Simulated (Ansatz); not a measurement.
# Decaying states in the gap of Sr2ZrSe4, part 2 of 3

A new crystal, Sr2ZrSe4: structure, gap and complex bands. It is built by putting Se for O, Zr for Hf in the Sr2HfO4 structure of space group I4/mmm, with the volume rescaled by atomic radii. The parent structure comes from the Materials Project.

Ansatz 0.2.0; r2SCAN DFT, plane waves, PAW files (the session's first sound run).

So far, gap on the k-mesh (eV): step 3 (band edges) 0.309.

The structure was built from a prototype and need not be the compound's stable phase.

## (4) Decaying states in the gap

This step: r2SCAN DFT, plane waves, PAW files; complex bands by layer matching along the plane's normal (Ansatz 0.2.0).

The same crystal is laid in a cell whose first two vectors span the (001) plane (indices of the standard conventional cell, whose axes can be ordered otherwise than in the bulk input). At fixed energy and wavevector in the plane the solver finds all kz, real and complex. A few wavevectors are listed, (0, 0), (-0.5, -0.5) and (0.5, 0) in units of the plane's reciprocal vectors; the slowest state needn't be among them.

input.yaml reads:

```yaml
crystal:
  lattice:
    - [5.157351807, 0.0, 0.0]
    - [0.0, 5.157351807, 0.0]
    - [2.578675904, 2.578675904, 7.873169158]
  atoms:
    - { symbol: Sr, position: [0.3602346282, 0.3602346282, 0.2795307436] }
    - { symbol: Sr, position: [0.6397653718, 0.6397653718, 0.7204692564] }
    - { symbol: Zr, position: [0.0, 0.0, 0.0] }
    - { symbol: Se, position: [0.0, 0.5, 0.0] }
    - { symbol: Se, position: [0.5, 0.0, 0.0] }
    - { symbol: Se, position: [0.1704703506, 0.1704703506, 0.6590592988] }
    - { symbol: Se, position: [0.8295296494, 0.8295296494, 0.3409407012] }
kpoints:
  mp_grid: { grid: [6, 6, 6] }
scf:
  occupations: { method: fixed }
hamiltonian:
  xc: r2scan
output:
  eigenvalues: true
  transmission:
    leads: [[0, 0]]
    kpoints: [[0.0, 0.0], [-0.5, -0.5], [0.5, 0.0]]
    e_range: [-1.0, 1.31]
    de: 0.05
```

Run with:

```console
$ ansatz run input.yaml --threads 2 --pin off --max-ram 4096MiB --backend cpu --events-out ev --progress --plain --runs-dir out
```

Numbers of over 12 decimals in the logs are rounded to 6 here.

Output:

```text
[...]
Crystal: 7 atoms, lattice volume = 209.413 Å³
Basis set: ecut = 500 eV, 5325 PW (Γ), exchange–correlation on 160×160×256 points (64 copies of the dense FFT grid, shifted against one another)
Bands: 58, of which v1, the nominal top of the filled ones, is band 48 counted from 1 (47 counted from 0)
Symmetry: 16 space group operations
[...]
k-points: 30 of 216
[...]
SCF iter   1: F=—  HF=-33230.879594 eV  |F-HF|=—  |Δ(HF+E_count)|=         —  Δρ=7.41e-3  dr2=3.20e-1  dr2_τ=4.25e-2  ethr=1.77e-3  ⟨swp⟩=5.0  Hψ=5813  notcnv=0  defer=184
[...]
SCF iter   8: F=-33230.936489 eV  HF=-33230.936489 eV  |F-HF|=1.68e-8  |Δ(HF+E_count)|=   1.12e-7  Δρ=3.29e-6  dr2=4.32e-8  dr2_τ=4.02e-9  ethr=1.04e-10  ⟨swp⟩=14.8  Hψ=8832  notcnv=0
SCF 1 converged in 8 iterations: F = -33230.936489 eV  dr2 = 4.32e-8
[...]
transmission: 15 of 45 steps passed
transmission: 30 of 45 steps passed
transmission: 45 of 45 steps passed
SCF converged after 8 iterations
Free energy (F): -33230.936489 eV
[...]
Internal energy: -33230.936489 eV  (E = F + TS)
E sigma→0 (E₀):  -33230.936489 eV
Fermi energy:    7.218883 eV
[...]
--- Band table (eV; the first three rows and the last of 30) ---
  k-point 0: bands = [... 44 lower, 6.0047, 6.7291, 6.8833, 6.8833, 7.5270, 8.5881, 8.5881, 9.6041, ... 6 higher]
  k-point 1: bands = [... 44 lower, 5.9841, 6.4993, 6.7611, 6.7611, 7.5284, 8.7618, 8.7618, 9.5895, ... 6 higher]
  k-point 2: bands = [... 44 lower, 5.8975, 6.0637, 6.5705, 6.5705, 7.5313, 9.0741, 9.0741, 9.5559, ... 6 higher]
  k-point 29: bands = [... 44 lower, 5.7054, 6.6545, 6.7884, 7.0556, 10.1659, 10.2037, 10.2792, 10.8888, ... 6 higher]
--- Transmission ---
  basis      : 277 plane waves across, 15 finite elements along
  points     : 3, as listed
  energies   : 47 from -1.000000 to 1.300000 eV about the Fermi level, 0.050000 eV apart; the leads are filled to 0.154073 eV, and channels, transmission and decay are at 0.150000 eV
  crystal 0  : Se4Sr2Zr1, at the sites [0, 0], period 7.8732 Å: whole cells are its period
    offset         : up to 0.0000 Å between an atom of the period and one for which it stands
    channels       : 0.000000e0 a spin
    conductance    : none, the energies end too early or step too widely for 300 K: set another output.transmission.e_range or a lower de, or, where they end at an eighth of basis.ecutwfc, a higher one
    slowest decay  : 0.1209 /Å at (-0.5000, -0.5000)
```

The job ended after 65 s (2 threads of AMD EPYC 9R45, shared host; peak memory 1.4 GiB).

This step gave:

| Quantity | Value |
| --- | --- |
| free energy | -33230.9365 eV |
| gap on the k-mesh | 0.3081 eV |
| level to which the leads are filled | 0.1541 eV from the Fermi level |
| decay constant at the filling level, zone centre | 0.1737 Å⁻¹ |
| decay constant at the filling level, slowest listed point | 0.1209 Å⁻¹ |

K parallel (0, 0); values up to 1.5 1/Å, a degenerate pair printed once or twice; energies at which all values exceed this have no row. Table of Im kz of the slowest decaying states by energy, zero at the highest filled level on the SCF mesh:

| energy (eV) | decay 1 (Å⁻¹) | decay 2 (Å⁻¹) | decay 3 (Å⁻¹) | decay 4 (Å⁻¹) |
| --- | --- | --- | --- | --- |
| -1.000 | 0.305 | 0.380 | 0.552 | 0.694 |
| -0.800 | 0.145 | 0.379 | 0.442 | 0.559 |
| -0.600 | 0.378 | 0.512 | 0.561 | 0.664 |
| -0.400 | 0.0757 | 0.376 | 0.549 | 0.559 |
| -0.200 | 0.117 | 0.129 | 0.373 | 0.555 |
| 0.000 | 0.158 | 0.164 | 0.369 | 0.548 |
| 0.200 | 0.178 | 0.186 | 0.364 | 0.539 |
| 0.400 | 0.191 | 0.194 | 0.358 | 0.517 |
| 0.600 | 0.191 | 0.199 | 0.351 | 0.514 |
| 0.800 | 0.180 | 0.204 | 0.344 | 0.498 |
| 1.000 | 0.157 | 0.205 | 0.335 | 0.480 |
| 1.200 | 0.114 | 0.204 | 0.325 | 0.460 |

K parallel (-0.5, -0.5); values up to 1.5 1/Å, a degenerate pair printed once or twice; energies at which all values exceed this have no row. Im kz of the slowest decaying states against energy, zero at the highest filled level on the SCF mesh:

```
energy (eV)  decay 1 (Å⁻¹)  decay 2 (Å⁻¹)  decay 3 (Å⁻¹)  decay 4 (Å⁻¹)
     -1.000         0.0157          0.316          0.983           1.04
     -0.900          0.326          0.973           1.04           1.11
     -0.800          0.335          0.962           1.03           1.09
     -0.700          0.344          0.952           1.02           1.06
     -0.650          0.347          0.947           1.02           1.05
     -0.550          0.354          0.936           1.00           1.01
     -0.450          0.360          0.880          0.925           1.00
     -0.350          0.366          0.914          0.964          0.993
     -0.250          0.371          0.902          0.985           1.01
     -0.150          0.376          0.890          0.977           1.03
     -0.100          0.378          0.885          0.972           1.04
      0.000        0.00191          0.382          0.872          0.964
      0.100         0.0995          0.385          0.860          0.955
      0.200          0.138          0.389          0.847          0.946
      0.300          0.167          0.392          0.834          0.937
      0.400          0.189          0.395          0.821          0.927
      0.450          0.199          0.396          0.814          0.922
      0.550          0.217          0.399          0.800          0.913
      0.650          0.232          0.401          0.785          0.903
      0.750          0.245          0.403          0.770          0.892
      0.850          0.257          0.406          0.755          0.882
      0.950          0.267          0.408          0.739          0.871
      1.000          0.272          0.409          0.730          0.866
      1.100          0.281          0.412          0.713          0.855
      1.200          0.289          0.415          0.694          0.843
      1.300          0.296          0.418          0.675          0.831
```

K parallel (0.5, 0); values up to 1.5 1/Å, a degenerate pair printed once or twice; energies at which all values exceed this have no row. Table of Im kz of the slowest decaying states by energy, zero at the highest filled level on the SCF mesh:

```
energy (eV)  decay 1 (Å⁻¹)  decay 2 (Å⁻¹)  decay 3 (Å⁻¹)  decay 4 (Å⁻¹)
     -1.000          0.350          0.646          0.896           1.16
     -0.900         0.0375          0.315          0.645          0.890
     -0.800         0.0814          0.201          0.643          0.884
     -0.700         0.0936          0.296          0.641          0.878
     -0.650         0.0923          0.327          0.639          0.874
     -0.550         0.0660          0.364          0.636          0.868
     -0.450          0.387          0.633          0.861           1.11
     -0.350          0.111          0.402          0.630          0.854
     -0.250          0.171          0.414          0.626          0.847
     -0.150          0.210          0.423          0.622          0.839
     -0.100          0.225          0.427          0.620          0.835
      0.000          0.253          0.432          0.617          0.827
      0.100          0.275          0.437          0.613          0.819
      0.200          0.295          0.439          0.610          0.811
      0.300          0.312          0.441          0.607          0.802
      0.400          0.327          0.441          0.604          0.793
      0.450          0.334          0.441          0.603          0.789
      0.550          0.347          0.440          0.602          0.779
      0.650          0.358          0.438          0.601          0.769
      0.750          0.367          0.435          0.600          0.759
      0.850          0.376          0.431          0.601          0.749
      0.950          0.383          0.426          0.603          0.738
      1.000          0.386          0.423          0.605          0.732
      1.100          0.392          0.416          0.610          0.720
      1.200          0.397          0.407          0.617          0.708
      1.300          0.396          0.401          0.627          0.697
```

At +0.15 eV, the grid energy nearest the filling level (the middle of the gap on the SCF mesh), the slowest state at the listed wavevectors decays with κ = 0.121 Å⁻¹, its amplitude falling by e over 8.3 Å. Through 1 nm of this crystal that state's transmission falls by exp(−2 × 0.121 Å⁻¹ × 10 Å) = 0.089.

## (5) Decay over the two-dimensional zone

The listed points could miss the slowest state, so one energy near mid-gap is solved on a mesh of 8×8.

Changes to input.yaml since step 4:

```diff
@@ -21,6 +21,2 @@
   eigenvalues: true
-  transmission:
-    leads: [[0, 0]]
-    kpoints: [[0.0, 0.0], [-0.5, -0.5], [0.5, 0.0]]
-    e_range: [-1.0, 1.31]
-    de: 0.05
+  transmission: { leads: [[0, 0]], kmesh: [8, 8], e_range: [0.15, 0.16], de: 0.05 }
```

Output:

```text
[...]
Crystal: 7 atoms, lattice volume = 209.413 Å³
Basis set: ecut = 500 eV, 5325 PW (Γ), exchange–correlation on 160×160×256 points (64 copies of the dense FFT grid, shifted against one another)
Bands: 58, of which v1, the nominal top of the filled ones, is band 48 counted from 1 (47 counted from 0)
Symmetry: 16 space group operations
[...]
k-points: 30 of 216
[...]
SCF iter   1: F=—  HF=-33230.879594 eV  |F-HF|=—  |Δ(HF+E_count)|=         —  Δρ=7.41e-3  dr2=3.20e-1  dr2_τ=4.25e-2  ethr=1.77e-3  ⟨swp⟩=5.0  Hψ=5813  notcnv=0  defer=184
[...]
SCF iter   8: F=-33230.936489 eV  HF=-33230.936489 eV  |F-HF|=1.68e-8  |Δ(HF+E_count)|=   1.12e-7  Δρ=3.29e-6  dr2=4.32e-8  dr2_τ=4.02e-9  ethr=1.04e-10  ⟨swp⟩=14.8  Hψ=8832  notcnv=0
SCF 1 converged in 8 iterations: F = -33230.936489 eV  dr2 = 4.32e-8
[...]
transmission: 28 of 210 steps passed
transmission: 56 of 210 steps passed
[...]
transmission: 210 of 210 steps passed
SCF converged after 8 iterations
Free energy (F): -33230.936489 eV
[...]
Internal energy: -33230.936489 eV  (E = F + TS)
E sigma→0 (E₀):  -33230.936489 eV
Fermi energy:    7.218883 eV
[...]
--- Band table (eV; the first three rows and the last of 30) ---
  k-point 0: bands = [... 44 lower, 6.0047, 6.7291, 6.8833, 6.8833, 7.5270, 8.5881, 8.5881, 9.6041, ... 6 higher]
  k-point 1: bands = [... 44 lower, 5.9841, 6.4993, 6.7611, 6.7611, 7.5284, 8.7618, 8.7618, 9.5895, ... 6 higher]
  k-point 2: bands = [... 44 lower, 5.8975, 6.0637, 6.5705, 6.5705, 7.5313, 9.0741, 9.0741, 9.5559, ... 6 higher]
  k-point 29: bands = [... 44 lower, 5.7054, 6.6545, 6.7884, 7.0556, 10.1659, 10.2037, 10.2792, 10.8888, ... 6 higher]
--- Transmission ---
  basis      : 277 plane waves across, 14 finite elements along
  points     : 15, standing for a mesh of 8 x 8
  energies   : 1 from 0.150000 to 0.150000 eV about the Fermi level; the leads are filled to 0.154073 eV, and channels, transmission and decay are at 0.150000 eV
  crystal 0  : Se4Sr2Zr1, at the sites [0, 0], period 7.8732 Å: whole cells are its period
[...]
channels       : 0.000000e0 a spin
    conductance    : none, crystal 0 has no channel at the energies, or these end too early or step too widely for 300 K: set another output.transmission.e_range or a lower de, or, where they end at an eighth of basis.ecutwfc, a higher one
    slowest decay  : 0.1209 /Å at (0.5000, 0.5000)
```

Elapsed: 29 s, on 2 threads; peak memory 1.6 GiB; 56 s of CPU time.

This step gave:

- least decay constant on the mesh: 0.1209 Å⁻¹

Slowest decay constant (1/Å; 0 where a channel is open) over k1 and k2. At 0.1500 eV from the Fermi level.

Values, 8 rows by 8 columns:
```
0.163 0.155 0.298 0.300 0.237 0.300 0.298 0.155
0.385 0.298 0.343 0.341 0.238 0.341 0.343 0.298
0.328 0.300 0.341 0.223 0.197 0.223 0.341 0.300
0.285 0.237 0.238 0.197 0.174 0.197 0.238 0.237
0.328 0.300 0.341 0.223 0.197 0.223 0.341 0.300
0.385 0.298 0.343 0.341 0.238 0.341 0.343 0.298
0.163 0.155 0.298 0.300 0.237 0.300 0.298 0.155
0.121 0.163 0.385 0.328 0.285 0.328 0.385 0.163
```
Columns: k1 (b1) from -0.5 to 0.375; rows upwards: k2 (b2) from -0.5 to 0.375.

The least value on the mesh is 0.121 Å⁻¹ at +0.15 eV. At that energy the listed points give about 0.121 Å⁻¹ by interpolation, so the mesh holds no clearly slower state.

## (6) Band edges at another level

This step: PBEsol DFT, plane waves, PAW files (Ansatz 0.2.0).

The edges again with PBEsol, at the same atoms. Against that run the cutoff is 420 eV against 500.

input.yaml reads:

```yaml
crystal:
  lattice:
    - [-2.5786759036, 2.5786759036, 7.8731691575]
    - [2.5786759036, -2.5786759036, 7.8731691575]
    - [2.5786759036, 2.5786759036, -7.8731691575]
  atoms:
    - { symbol: Sr, position: [0.6397653718, 0.6397653718, 0.0] }
    - { symbol: Sr, position: [0.3602346282, 0.3602346282, 0.0] }
    - { symbol: Zr, position: [0.0, 0.0, 0.0] }
    - { symbol: Se, position: [0.5, 0.0, 0.5] }
    - { symbol: Se, position: [0.0, 0.5, 0.5] }
    - { symbol: Se, position: [0.8295296494, 0.8295296494, 0.0] }
    - { symbol: Se, position: [0.1704703506, 0.1704703506, 0.0] }
kpoints:
  mp_grid: { grid: [8, 8, 8] }
  band_path: { path: [VBM, CBM], npoints: 30 }
scf:
  occupations: { method: fixed }
hamiltonian:
  xc: pbesol
output:
  eigenvalues: true
```

Output:

```text
[...]
Crystal: 7 atoms, lattice volume = 209.413 Å³
Basis set: ecut = 420 eV, 4123 PW (Γ), FFT grids on a1+a3, a2+a3, a3
Bands: 58, of which v1, the nominal top of the filled ones, is band 48 counted from 1 (47 counted from 0)
Symmetry: 16 space group operations
[...]
k-points: 59 of 512
[...]
SCF iter   1: F=—  HF=-32821.149781 eV  |F-HF|=—  |Δ(HF+E_count)|=         —  Δρ=2.52e-3  dr2=2.70e-2  ethr=1.77e-3  ⟨swp⟩=5.0  Hψ=11617  notcnv=0  defer=356
[...]
SCF iter   8: F=-32821.148212 eV  HF=-32821.148212 eV  |F-HF|=1.57e-8  |Δ(HF+E_count)|=   1.84e-7  Δρ=1.92e-6  dr2=1.40e-8  ethr=1.04e-10  ⟨swp⟩=13.7  Hψ=15833  notcnv=0
SCF 1 converged in 8 iterations: F = -32821.148212 eV  dr2 = 1.40e-8
[...]
WARN: the band path's VBM lies 0.038 eV over its CBM: any gap on the run's own k-points comes from their sampling
[...]
SCF converged after 8 iterations
Free energy (F): -32821.148212 eV
[...]
Internal energy: -32821.148212 eV  (E = F + TS)
E sigma→0 (E₀):  -32821.148212 eV
Fermi energy:    7.317499 eV
[...]
--- Band table (eV; the first three rows and the last of 59) ---
  k-point 0: bands = [... 44 lower, 6.1723, 6.8432, 7.0040, 7.0040, 7.2793, 8.3479, 8.3479, 9.3092, ... 6 higher]
  k-point 1: bands = [... 44 lower, 6.0623, 6.4698, 6.7481, 6.7883, 7.9660, 8.4024, 8.5975, 9.7726, ... 6 higher]
  k-point 2: bands = [... 44 lower, 5.9821, 6.2727, 6.5514, 6.7432, 8.7661, 8.8650, 9.1450, 10.5354, ... 6 higher]
  k-point 58: bands = [... 44 lower, 5.8211, 5.8744, 6.6468, 6.6468, 7.2854, 9.0349, 9.0349, 9.4104, ... 6 higher]
```

Elapsed: 15 s, on 2 threads; peak memory 0.85 GiB.

The run converged, but its result is set aside: the filled and empty bands overlap, which fixed occupations can't describe.

(Part 2 of 3 ends here.)

[Logs are printed without paths, hosts, clocks, repeated set-up lines and the standing remarks that a program may print on its own settings, such as how far it seeks lower states.]

[Hosts, paths, dates, database ids (printed as entryN), source tags and the programs' standing remarks are cut or masked in the printed files.]
